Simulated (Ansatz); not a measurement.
**K_Pb in La2PbS4 (I-42d): charge-transition levels and formation energies**

Wanted: the transition levels of a substitutional impurity in La2PbS4 (I-42d), from a cell of 56 host atoms with 1 Pb taken out and 1 K put in.

Method: place-levels on PBEsol runs: charge-transition levels and formation energies with image-charge correction and potential alignment at the atomic sites, in Ansatz 0.2.0.

### Step 1. Starting point

The cell holds 56 atoms: 16 La, 7 Pb, 1 K and 32 S. Its edges and angles: a = 12.256 Å, b = 12.256 Å, c = 12.285 Å, α = 59.9°, β = 59.9°, γ = 60.2°. It derives from La2PbS4 (space group I-42d). Nearest the centre at fractional (0.250, 0.250, 0.750): K22 at 0.00 Å, S33 at 2.97 Å, S38 at 2.97 Å, S30 at 2.97 Å, S45 at 2.97 Å, S25 at 3.10 Å, S50 at 3.10 Å, S56 at 3.10 Å.

Known beforehand: the electronic dielectric constant, (9.97, 9.97, 9.65), and the static one, (38.65, 38.65, 35.03), computed on the host (DFPT, PBEsol).

The cell's shortest repeat is 12.3 Å.

### Step 2. Charge states

Levels follow from differences of total energies between charge states, each relaxed by itself.

Each atom starts 0.05 Å or so off its site in a random direction: a symmetric start keeps its symmetry, and would miss off-centre moves and Jahn–Teller distortions. Forces are taken at one point at (¼, ¼, ¼). The cell holds 1 electron more than the neutral one, with a uniform background that keeps it neutral on the whole.

The sampling was tested on the host first: at the k-points planned (1x1x1 shifted 0.25 0.25 0.25) its energy lies -0.003 eV an atom from the dense-mesh value, under the bound of 0.02 eV set for this test; that bounds the host's error, not the defect's.

One of the inputs; charge, spin and start change from state to state.

Input file qm1.relax/input.yaml:

```yaml
crystal:
  lattice:
    - [0.0, 8.68700355, 8.64614056]
    - [8.68700355, 0.0, 8.64614056]
    - [8.68700355, 8.68700355, 0.0]
  atoms:
    - { symbol: La, position: [0.1200609, 0.0049391, 0.1299391] }
    - { symbol: La, position: [0.3700609, 0.2549391, 0.3799391] }
[... 2 atom lines left out ...]
    - { symbol: La, position: [0.0049391, 0.1200609, 0.7450609] }
    - { symbol: La, position: [0.2549391, 0.3700609, 0.9950609] }
[... 2 atom lines left out ...]
    - { symbol: La, position: [0.2450609, 0.6299391, 0.6200609] }
    - { symbol: La, position: [0.4950609, 0.8799391, 0.8700609] }
[... 4 atom lines left out ...]
    - { symbol: La, position: [0.6299391, 0.2450609, 0.5049391] }
    - { symbol: La, position: [0.8799391, 0.4950609, 0.7549391] }
    - { symbol: Pb, position: [0.125, 0.625, 0.375] }
    - { symbol: Pb, position: [0.375, 0.875, 0.625] }
    - { symbol: Pb, position: [0.625, 0.125, 0.875] }
[... 2 atom lines left out ...]
    - { symbol: K, position: [0.25, 0.25, 0.75] }
[... 2 atom lines left out ...]
    - { symbol: S, position: [0.22082915, 0.97337449, 0.85559432] }
[... 4 atom lines left out ...]
    - { symbol: S, position: [0.48059432, 0.07520204, 0.59582915] }
[... 2 atom lines left out ...]
    - { symbol: S, position: [0.07520204, 0.48059432, 0.84837449] }
[... 4 atom lines left out ...]
    - { symbol: S, position: [0.34837449, 0.09582915, 0.98059432] }
[... 3 atom lines left out ...]
    - { symbol: S, position: [0.35559432, 0.45020204, 0.47337449] }
[... 2 atom lines left out ...]
    - { symbol: S, position: [0.09582915, 0.34837449, 0.57520204] }
[... 4 atom lines left out ...]
    - { symbol: S, position: [0.45020204, 0.35559432, 0.72082915] }
[... 5 atom lines left out ...]
    - { symbol: S, position: [0.97337449, 0.22082915, 0.95020204] }
  host:
    repeats: [1, 1, 1]
    atoms:
      - { symbol: La, position: [0.1200609, 0.0049391, 0.1299391] }
      - { symbol: La, position: [0.3700609, 0.2549391, 0.3799391] }
      # ... 54 more atoms of the perfect host
total_charge: -1
basis:
  ecutwfc: 420
  xc_grid: 2
hamiltonian:
  xc: pbesol
kpoints:
  mp_grid: { grid: [1, 1, 1], shift: [0.25, 0.25, 0.25] }
scf:
  occupations: { method: fixed }
  max_iter: 100
output:
  forces: true
  charged_corrections:
    epsilon: [9.97, 9.97, 9.65]
    static_epsilon: [38.65, 38.65, 35.03]
    defect_position: [0.25, 0.25, 0.75]
relax:
  f_tol: 0.02
  max_steps: 80
  random_displacement: { amplitude: 0.05, seed: 8868 }
checkpoint:
  write: "../qm1.relax.run"
  compress: false
  write_wavefunctions: true
  write_every: 100000
```

The run is started by

```
ansatz run input.yaml --threads 4 --pin off --max-ram 7536MiB --backend cpu --events-out ev --progress --plain --runs-dir out
```

Defect states can disperse in a cell of this size, so the energy is taken again at a 2×2×2 shifted mesh, on the relaxed structure.

The run of this state that the levels use, under PBEsol:

Input file qm1.point/input.yaml:

```yaml
crystal:
  checkpoint: "../qm1.relax.run"
  host: checkpoint
total_charge: -1
basis:
  ecutwfc: 420
  xc_grid: 2
hamiltonian:
  xc: pbesol
kpoints:
  mp_grid: { grid: [2, 2, 2], shift: [0.5, 0.5, 0.5] }
scf:
  occupations: { method: fermi_dirac, width: 0.01 }
  max_iter: 100
output:
  forces: true
  eigenvalues: true
  charged_corrections:
    epsilon: [9.97, 9.97, 9.65]
    static_epsilon: [38.65, 38.65, 35.03]
    defect_position: [0.25, 0.25, 0.75]
  eigenstates: { localisation: true }
  populations: true
  band_densities: [{ bands: [v1, v1] }, { bands: [c1, c1] }]
  write_density: true
  write_potential: true
  volumetric_format: npy
checkpoint:
  read: "../qm1.relax.run"
  write: "../qm1.point.run"
  compress: false
  write_wavefunctions: false
  write_every: 100000
```

Relaxations under PBEsol at one point at (¼, ¼, ¼); times on 4 threads of Arm Neoverse V1, shared host:

| charge | moment (μB) | occupations | outcome | steps | largest displacement against the far atoms (Å) | time |
| --- | --- | --- | --- | --- | --- | --- |
| −1 | 0 | fixed | converged | 6 | 0.08 | 2.1 min |
| 0 | 1 | fixed | converged | 7 | 0.09 | 5.5 min |

Single points under PBEsol at a 2×2×2 shifted mesh; times on 4 threads of Arm Neoverse V1, shared host:

```csv
charge,moment (μB),occupations,outcome,time
−1,0,fermi-dirac,converged,2.9 min
0,1,fermi-dirac,converged,5.8 min
```

Distances (Å) from K22 to the nearest atoms after relaxation with PBEsol:

```csv
charge,moment (μB),1.,2.,3.,4.,5.,6.
−1,0,S 3.05,S 3.05,S 3.05,S 3.05,S 3.14,S 3.14
0,1,S 3.05,S 3.05,S 3.05,S 3.06,S 3.14,S 3.14
```

### Step 3. Levels against the band edges, PBEsol

A charged cell interacts with its images and the background, and its potential has another zero than the host's. place-levels removes the first by a point-charge model, screened by the static dielectric constant since the ions have relaxed around the charge, and the second by comparing potentials at atoms far from the defect.

The host is a run of the defect-free crystal in the same cutoffs, grids and k-points, so that basis and sampling errors cancel in part in the differences. Its band edges come from a run of the primitive cell that searches the zone for them. Chemical potentials are energies per atom of Pb (fcc) and K (bcc), run with the same functional and cutoff.

Input file levels.point.yaml:

```yaml
host:
  run: host.point.run
  levels_from: { run: edges.point.run }
states: [qm1.point.run, q0_M1.point.run]
geometry_from:
  qm1.point.run: qm1.relax.run
  q0_M1.point.run: q0_M1.relax.run
  host.point.run: host.relax.run
chemical_potentials:
  Pb:
    energy: -11754.942211
    dataset: <sha256 of the dataset>
  K:
    energy: -1516.029766
    dataset: <sha256 of the dataset>
epsilon: [9.97, 9.97, 9.65]
static_epsilon: [38.65, 38.65, 35.03]
vertical:
  - { from: qm1.point.run, to: qm1.point_neutral.run }
```

The run is started by

```
ansatz place-levels levels.point.yaml -- --threads 4 --pin off --max-ram 7536MiB
```

Numbers of over 12 decimals in the logs are rounded to 6 here.

Output:

```text
[... repeated set-up lines and file paths are left out, and long positions are rounded to six places ...]
(0/-1) 0.018 eV beneath the valence edge, in the valence band
formation energy of charge 0: -0.150 eV with the Fermi level at the valence edge
formation energy of charge -1: -0.168 eV with the Fermi level at the valence edge
vertical -1 to 0: no energy, since no alignment is typed
  the change from vertical[0].from (qm1.point.run) to vertical[0].to (qm1.point_neutral.run): by its potential at epsilon [9.97, 9.97, 9.65] it stands at 0.712 0.698 0.184, with an rms radius of about 7.4 Å (4.4 4.3 4.2 Å across the planes of the cell's [...]
  edges by pbesol of host.levels_from (edges.point.run), its mesh sampled to repeats of 37.56 Å (the valence edge +0.047 eV and the conduction edge -0.079 eV from those of the host's own run), gap 2.096 eV; the host is sampled to repeats of 24.51 Å
  the defect's cells are sampled to repeats of 24.51 Å, like sampling
  charge 0: +0.000 eV for its dipole among its images, +0.000 omitted
  states[1] (q0_M1.point.run): levels filled in part (TS 0.007 eV): its energy is of no whole electron's
  charge -1: -210786.7507 eV with its correction of +0.178 eV, at epsilon [38.65, 38.65, 35.03], aligned at sites: -0.1273 eV, mean over 11 atomic sites at or beyond 6.13 Å from the host's site at [0.2500, 0.2501, 0.7499] by the defect at [0.2500, 0.2500, [...]
  of states[1] (q0_M1.point.run): its alignment with the host at atomic sites is doubtful: the cell is too small to show whether the defect's potential has decayed: take a larger one; [...]
  of states[0] (qm1.point.run): it parts from the run at its places by a charge that spreads by about 4.4 Å along one vector (1.7 Å or more is wide), by its potential at epsilon [9.97, 9.97, 9.65], taken for that of held ions (one typed too small widens it), [...]
  of vertical[0].from (qm1.point.run): it parts from the run at its places by a charge that spreads by about 4.4 Å along one vector (1.7 Å or more is wide), by its potential at epsilon [9.97, 9.97, 9.65], taken for that of held ions (one typed too small [...]
  vertical[0].to (qm1.point_neutral.run): levels filled in part (TS 0.009 eV): its energy is of no whole electron's
```

Run time: 0.25 s. Hardware: 4 threads of Arm Neoverse V1, shared host.

Levels between the charges placed, in eV above the valence top:

|  | gap (eV) | (0/−1) |
| --- | --- | --- |
| PBEsol | 2.10 | -0.02 |

Corrections by state:

```
charge  moment (μB)  image terms and alignment (eV)  band filling (eV)                                  ε used  over the lowest of its charge, as the program ranks them, band filling apart (eV)
     0          1.0                           0.000                  -                                       -                                                                              0.000
    −1          0.0                           0.178                  -  principal values (35.03, 38.65, 38.65)                                                                              0.000
```

The charged structures listed were also run neutral, and place-levels reads from each pair, by the potential or the spins, how wide the charge is by which they differ; that can be the carrier of either run.

```
charge  rms radius (Å)  spread where it is widest against the cell (Å)  wide from (Å)  reading
    −1             7.4                                            4.36           1.73     wide
```

The neutral runs of these pairs need not share the spin of the lowest neutral state, and very wide values only mean spread over the cell.

From the program's caveats on the states, each cut to its opening words:

- charge 0 (1 μB), −1: its alignment with the host at atomic sites is doubtful: the cell is too small to show whether the defect's potential has decayed: take a larger one
- charge 0 (1 μB): its moments are held at its close (magnetization.spin_locking), by a field of 0.014 eV a Bohr magneton, and its energy and levels are of the state that this [...]
- charge −1: it parts from the run at its places by a charge that spreads by about 4.4 Å along one vector (1.7 Å or more is wide), by its potential at epsilon [9.97, 9.97, [...]

Formation energies (eV), elemental references (Δμ(Pb) = 0.00 eV, Δμ(K) = 0.00 eV):

| charge | Fermi level at the valence top | at the conduction bottom |
| --- | --- | --- |
| 0 | -0.15 | -0.15 |
| −1 | -0.17 | -2.26 |

### Step 4. Effect of the sampling

The relaxations' own energies give the levels at their sampling, for comparison.

Input file levels.relax_mesh.yaml:

```yaml
host:
  run: host.relax.run
  levels_from: { run: edges.relax.run }
states: [qm1.relax.run, q0_M1.relax.run]
chemical_potentials:
  Pb:
    energy: -11754.942211
    dataset: <sha256 of the dataset>
  K:
    energy: -1516.029766
    dataset: <sha256 of the dataset>
```

The run is started by

```
ansatz place-levels levels.relax_mesh.yaml -- --threads 4 --pin off --max-ram 7536MiB
```

Output:

```text
(0/-1) 0.009 eV above the valence edge, 2.087 eV under the conduction edge
formation energy of charge 0: -0.146 eV with the Fermi level at the valence edge
formation energy of charge -1: -0.137 eV with the Fermi level at the valence edge
  edges by pbesol of host.levels_from (edges.relax.run), its mesh sampled to repeats of 37.56 Å (the valence edge +0.062 eV and the conduction edge -0.160 eV from those of the host's own run), gap 2.096 eV; the host is sampled to repeats of 12.26 Å
[... the lines on each state left out ...]
```

It took 0.11 s on 4 threads.

Levels between neighbouring charges, in eV above the valence top:

|  | gap (eV) | (0/−1) |
| --- | --- | --- |
| one point at (¼, ¼, ¼) | 2.10 | 0.01 |
| a 2×2×2 shifted mesh | 2.10 | -0.02 |

Going from one point at (¼, ¼, ¼) to a 2×2×2 shifted mesh moves the levels that carry no band-filling term by up to 0.03 eV and formation energies against the elements by up to 0.03 eV.

### Step 5. What came out

- gap of the host: 2.10 eV (PBEsol)
- level (0/minus 1): 0.02 eV below the valence top
- lowest of the charges placed, just above the valence top (0.02 eV): −1
- lowest of the charges placed, just below the conduction bottom (0.02 eV): −1
- lowest formation energy at mid-gap of the charges run, elemental references: -1.22 eV

What this shows: Of the charges placed (−1 and 0), −1 is the lowest from 0.02 eV above the valence top to 0.02 eV below the conduction bottom, a gap of 2.10 eV. (0/−1) lies 0.02 eV from a band edge, less than the doubt on such levels. Charges above 0 and below −1 were not placed, so these runs say nothing of levels that involve them. States placed: 0 at 1 μB; −1 at 0 μB. Other spin states or structures, where not listed, weren't placed. K is taken at its element; compounds, which aren't counted here, bound the chemical potentials and would shift these formation energies. The lowest formation energy (elemental references) is negative across the gap, so the defect would form by itself: these chemical potentials lie beyond what competing compounds allow, or the host is unstable against it. Going from one point at (¼, ¼, ¼) to a 2×2×2 shifted mesh moves the levels that carry no band-filling term by up to 0.03 eV and formation energies against the elements by up to 0.03 eV. The program doubts the alignment of potentials for at least one state, a sign that the cell is small. What this leaves open: PBEsol makes the gap too small and tends to spread out bound carriers; spin–orbit coupling, which can matter with heavy atoms, is left out.

[Logs are printed without paths, hosts, clocks, repeated set-up lines and the standing remarks that a program may print on its own settings, such as how far it seeks lower states.]

[Hosts, paths, dates, database ids (printed as entryN), source tags and the programs' standing remarks are cut or masked in the printed files.]

[Where a table of states has a column of steps, it counts the stored structures, which are thinned; the runs took as many ionic steps or more.]

[A defect's name tells the site on which it was built; relaxed atoms can leave that site.]

[For some hosts the program warned that the k-mesh of the response run may be too coarse for force constants and the static dielectric constant; such warnings are not shown here.]
